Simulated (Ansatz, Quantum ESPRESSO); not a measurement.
# TbS (Fm-3m): phonons and their coupling to the electrons, part 2 of 2

Aim: phonons of metallic TbS (Fm-3m) and how strongly they couple to the electrons.

Quantum ESPRESSO 7.5; DFT PBEsol, scalar-relativistic, plane waves, PseudoDojo norm-conserving, 4f in core pseudopotentials.

So far. Step 7 (Linear response on the mesh): The acoustic modes at Γ come out as far as 6.2 cm⁻¹ from zero, where they should vanish, a small numerical error. Step 9 (Dispersion): All branches are real along the path. The relaxed cell has a = 5.463 Å (conventional setting).

### 10. Density of states

Sums over the zone need many more wavevectors than were solved, so the interpolation is sampled on a dense mesh.

Contents of matdyn.in:

```
&INPUT
  asr    = 'crystal'
  flfrc  = 'x.fc'
  dos    = .true.
  fldos  = 'x.dos'
  nk1    = 14
  nk2    = 14
  nk3    = 14
  deltaE = 1.0
  la2F   = .true.
/
```

The run is started by

```bash
> matdyn.x -in matdyn.in > matdyn.out
```

The job ended after 11 s (1 thread of Intel Xeon 6975P-C (Granite Rapids), shared host).

This step gave:

```
share of modes beyond 3i cm⁻¹ on the dense interpolated mesh : 0
electron-phonon coupling constant                            : 0.5821
logarithmic mean frequency weighted by the coupling          : 156.4 K
zero-point energy per atom                                   : 34.94 meV
heat capacity at 300 K                                       : 22.95 J/(mol atoms K)
vibrational entropy at 300 K                                 : 33.03 J/(mol atoms K)
```

The phonon density of states has structure finer than the step of the table below, so its rows give means over 10 cm⁻¹, whole bins alone (the curve runs from 0 to 306 cm⁻¹). Peaks (cm⁻¹: height): total 104.0: 0.105, 284.0: 0.236, 290.0: 0.224, 298.0: 0.136; S 286.0: 0.212, 290.0: 0.214, 298.0: 0.134; Tb 82.0: 0.0883, 104.0: 0.105, 284.0: 0.0258.

Tetrahedra. Table of phonon density of states by wavenumber; means over each step; values in 1/cm⁻¹/cell:

```
wavenumber (cm⁻¹)    total        S       Tb
               10   5.9e-5   1.0e-5   4.8e-5
               20   5.4e-4   8.8e-5   4.5e-4
               30  0.00150   2.4e-4  0.00126
               40  0.00318   4.9e-4  0.00269
               50  0.00524   7.6e-4  0.00448
               60  0.00858  0.00116  0.00742
               70   0.0177  0.00214   0.0156
               80   0.0764  0.00731   0.0691
               90   0.0829  0.00513   0.0778
              100   0.0911  0.00180   0.0893
              110   0.0130   8.9e-5   0.0129
              120        0        0        0
              130        0        0        0
              140        0        0        0
              150        0        0        0
              160        0        0        0
              170        0        0        0
              180        0        0        0
              190        0        0        0
              200        0        0        0
              210        0        0        0
              220        0        0        0
              230        0        0        0
              240        0        0        0
              250        0        0        0
              260        0        0        0
              270        0        0        0
              280   0.0738   0.0657  0.00812
              290    0.160    0.150  0.00999
              300   0.0643   0.0633  0.00102
```

Harmonic thermodynamic functions per atom, summed over the density of states scaled to three modes an atom; melting is ignored. Thermodynamic functions:

```
T (K)  F_vib (meV/atom)  S (J/mol-atom/K)  C_V (J/mol-atom/K)
    0             34.94                 0                   0
   50             34.31             4.106               7.795
  100             30.19              11.7               14.43
  200             11.28             24.11               20.88
  300            -18.57             33.03               22.95
  400            -56.44             39.77               23.78
  500            -100.5             45.12               24.18
  600            -149.7             49.55               24.41
  700              -203             53.33               24.55
  800              -260             56.61               24.64
  900            -320.2             59.52                24.7
 1000            -383.3             62.12               24.75
```

λ by broadening:

```
broadening (Ry)  lambda  N(E_F) (states/spin/Ry/cell)  ω_log (K)
          0.005  0.5263                         5.251      158.4
           0.01  0.5856                         5.728      156.8
          0.015  0.5959                         5.713      156.5
           0.02  0.5821                         5.624      156.4
          0.025  0.5709                         5.551      156.4
           0.03  0.5642                         5.495      156.5
          0.035   0.559                         5.447      156.5
           0.04   0.554                         5.404      156.7
          0.045   0.549                         5.366      156.9
           0.05  0.5439                         5.332      157.3
```

The alpha^2 F has structure finer than the step of the table below, so its rows give means over 1 meV, whole bins alone (the curve runs from 0.062 to 38.0 meV). Peaks (meV: height): 10.7: 0.881, 12.8: 1.11, 35.1: 1.06, 35.8: 1.07, 36.9: 1.28.

Gaussian broadening 0.02 Ry. Alpha^2 F against phonon energy; means over each step:

phonon energy (meV), alpha^2 F and a bar:
```
        1       0.00 
        2       0.00 
        3       0.00 
        4       0.00 
        5       0.01 
        6       0.01 
        7       0.01 #
        8       0.02 #
        9       0.11 ####
       10       0.60 #######################
       11       0.65 ########################
       12       0.80 ##############################
       13       0.45 #################
       14       0.00 
       15       0.00 
       16       0.00 
       17       0.00 
       18       0.00 
       19       0.00 
       20       0.00 
       21       0.00 
       22       0.00 
       23       0.00 
       24       0.00 
       25       0.00 
       26       0.00 
       27       0.00 
       28       0.00 
       29       0.00 
       30       0.00 
       31       0.00 
       32       0.00 
       33       0.00 
       34       0.00 
       35       0.59 ######################
       36       0.65 ########################
       37       0.59 ######################
```

At 300 K the heat capacity has reached 92 % of the Dulong-Petit value.

### 11. The same in Ansatz

A second program on the same cell, potentials, cutoff and meshes tests the implementation of the phonon response, not its convergence. Its couplings are summed in its own way. Its k mesh is centred on Γ.

This step: DFT PBEsol, scalar-relativistic, plane waves, norm-conserving pseudopotentials, 4f in core (Ansatz 0.2.0).

Contents of input.yaml:

```yaml
crystal:
  lattice:
    - [-2.731401651, 0.0, 2.731401651]
    - [0.0, 2.731401651, 2.731401651]
    - [-2.731401651, 2.731401651, 0.0]
  atoms:
    - { symbol: Tb, position: [0.0, 0.0, 0.0] }
    - { symbol: S, position: [0.5, 0.5, 0.5] }
kpoints:
  mp_grid: { grid: [12, 12, 12] }
hamiltonian:
  xc: pbesol
  pseudopotentials:
    kind: nc
    azcp: { Tb: "pseudopotentials/pbe/nc/lanthanide_3plus/Tb.nc.azcp" }
    accuracy: standard
scf:
  occupations: { method: cold, width: 0.27211 }
output:
  eigenvalues: true
basis:
  ecutwfc: 571.439
phonons:
  method: dfpt
  qmesh: [4, 4, 4]
  temperatures: { t_max: 1000, t_step: 50 }
  qpath:
    path:
      - [[0.0, 0.0, 0.0], [0.0, 0.5, 0.5], [0.0, 0.625, 0.375]]
      - [[-0.375, 0.375, 0.0], [0.0, 0.0, 0.0], [0.0, 0.5, 0.0], [-0.25, 0.5, 0.25], [0.0, 0.5, 0.5]]
    npoints: 12
  electrical_resistivity: { temperatures: [77, 300], mesh: [24, 24, 24] }
```

The run is started by

```bash
> ansatz run input.yaml --threads 4 --pin off --max-ram 8192MiB --backend cpu --events-out ev --progress --plain --runs-dir out
```

Elapsed: 4 min, on 4 threads; peak memory 5.4 GiB; 15 min of CPU time.

This step gave:

```
sum-rule residual before enforcement                               : 1.17e-4 eV/Å²
logarithmic mean frequency                                         : 157.2 cm⁻¹
electron-phonon coupling constant                                  : 0.6059
logarithmic mean frequency weighted by the coupling                : 148.8 K
highest optical zone-centre mode (no LO-TO term)                   : 285.7 cm⁻¹
lowest optical zone-centre mode                                    : 285.7 cm⁻¹
lowest mode on the q mesh (acoustic ones at the zone centre apart) : 55.88 cm⁻¹
zero-point energy per atom                                         : 35 meV
heat capacity at 300 K                                             : 22.93 J/(mol atoms K)
vibrational entropy at 300 K                                       : 33.04 J/(mol atoms K)
```

The alpha^2 F has structure finer than the step of the table below, so its rows give means over 1 meV, whole bins alone (the curve runs from 0.074 to 37.6 meV). Peaks (meV: height): 10.4: 1.20, 11.7: 0.694, 35.8: 1.19, 36.3: 0.932, 36.8: 1.06.

Alpha^2 F against phonon energy; means over each step:

phonon energy (meV), alpha^2 F and a bar:
```
        1       0.00 
        2       0.00 
        3       0.00 
        4       0.01 
        5       0.01 
        6       0.02 #
        7       0.03 #
        8       0.04 #
        9       0.14 #####
       10       0.87 ##############################
       11       0.60 #####################
       12       0.57 ####################
       13       0.35 ############
       14       0.00 
       15       0.00 
       16       0.00 
       17       0.00 
       18       0.00 
       19       0.00 
       20       0.00 
       21       0.00 
       22       0.00 
       23       0.00 
       24       0.00 
       25       0.00 
       26       0.00 
       27       0.00 
       28       0.00 
       29       0.00 
       30       0.00 
       31       0.00 
       32       0.00 
       33       0.00 
       34       0.01 
       35       0.56 ###################
       36       0.81 ############################
       37       0.51 #################
```

### 12. The two compared: QE PseudoDojo and Ansatz, PseudoDojo

Numbers from this step:

```
root-mean-square difference             : 0.35 cm⁻¹
largest difference                      : 0.86 cm⁻¹
root-mean-square difference on the path : 0.3 cm⁻¹
largest difference on the path          : 0.9 cm⁻¹
```

The 12 of 45 modes that differ most. Frequencies side by side:

```
q (reciprocal lattice)  mode  QE PseudoDojo (cm⁻¹)  Ansatz, PseudoDojo (cm⁻¹)
              0 0 -0.5     1                  85.1                      84.24
              0 0 -0.5     4                 285.9                      286.2
              0 0 -0.5     5                 285.9                      286.2
           0 0.25 -0.5     1                 82.72                      82.08
           0 0.25 -0.5     3                 95.18                      94.78
          0 0.25 -0.25     2                 102.9                      102.4
          0 0.25 -0.25     5                 290.9                      291.3
           0 -0.5 -0.5     3                  84.8                      84.01
       0.25 -0.5 -0.25     1                 83.89                      83.35
       0.25 -0.5 -0.25     2                 83.89                      83.35
       0.25 -0.5 -0.25     3                 90.49                      90.06
       0.25 -0.5 -0.25     6                 292.4                      292.8
```

The two runs side by side. Further quantities:

```
 quantity  QE PseudoDojo  Ansatz, PseudoDojo
        λ          0.582               0.606
ω_log (K)          156.4               148.8
```

The interpolated bands of the two lie on top of each other.

At the solved wavevectors the largest difference (acoustic modes at Γ apart) is 0.3 % of the highest mode; λ differs by 4.0 %.

### 13. Outcome

```yaml
space_group_after_relaxation: Fm-3m
volume_per_atom: 20.4 Å³
highest_optical_zone_centre_mode_no_lo_to_term: 285.4 cm⁻¹
q_mesh: 4×4×4
lowest_mode_on_the_q_mesh_acoustic_ones_at_the_zone_centre_apart: 55.9 cm⁻¹
zero_point_energy_per_atom: 34.9 meV
heat_capacity_at_300_k: 22.9 J/(mol atoms K)
vibrational_entropy_at_300_k: 33.0 J/(mol atoms K)
coupling_constant_for_broadenings_of_0p01_to_0p04_ry: 0.55 to 0.60
logarithmic_mean_frequency_over_the_same_range: 156 to 157 K
imaginary_modes_on_the_q_mesh: none
largest_difference_from_ansatz_pseudodojo: 0.86 cm⁻¹
```

What this shows: λ is about 0.57 and holds within 15 % over the middle broadenings, a moderate coupling. λ is 0.58 by Gaussian broadening on the dense mesh and 0.61 by Ansatz's sums without a broadening; neither is converged in the meshes. TbS (Fm-3m) is dynamically stable on the 4×4×4 mesh; its spectrum reaches 305 cm⁻¹. At the PBEsol level the optical modes of TbS (Fm-3m) at the zone centre lie at 285 cm⁻¹. QE PseudoDojo and Ansatz, PseudoDojo agree to 0.86 cm⁻¹ (0.3 % of the highest mode compared) on all solved modes but the acoustic ones at Γ, without the LO-TO term. These are harmonic frequencies at zero temperature: anharmonic shifts and linewidths and thermal expansion are left out. Spin-orbit coupling is left out, which can matter for the heavy elements here. In a metal the frequencies hang on the k mesh and the smearing, most of all near Kohn anomalies. The runs are without spin polarisation, although the cell has an odd electron count or an open d or f shell, so a magnetic state was not tested. The 4f electrons are frozen in the core as for a trivalent ion, in files made for PBE, so their moments and any magnetic order are left out. The relaxation ran at 42 Ry, under the 52 Ry recommended for these files; the stress of so short a basis can leave the cell about one per cent too small. Ansatz warns that the cutoff lies 19 % under the one recommended for these files; agreement at one cutoff is not convergence.

[Host names and launcher messages were left out of these logs when they were recorded.]

[Logs are printed without paths, hosts, clocks, repeated set-up lines and the standing remarks that a program may print on its own settings, such as how far it seeks lower states.]

[Hosts, paths, dates, database ids (printed as entryN), source tags and the programs' standing remarks are cut or masked in the printed files.]
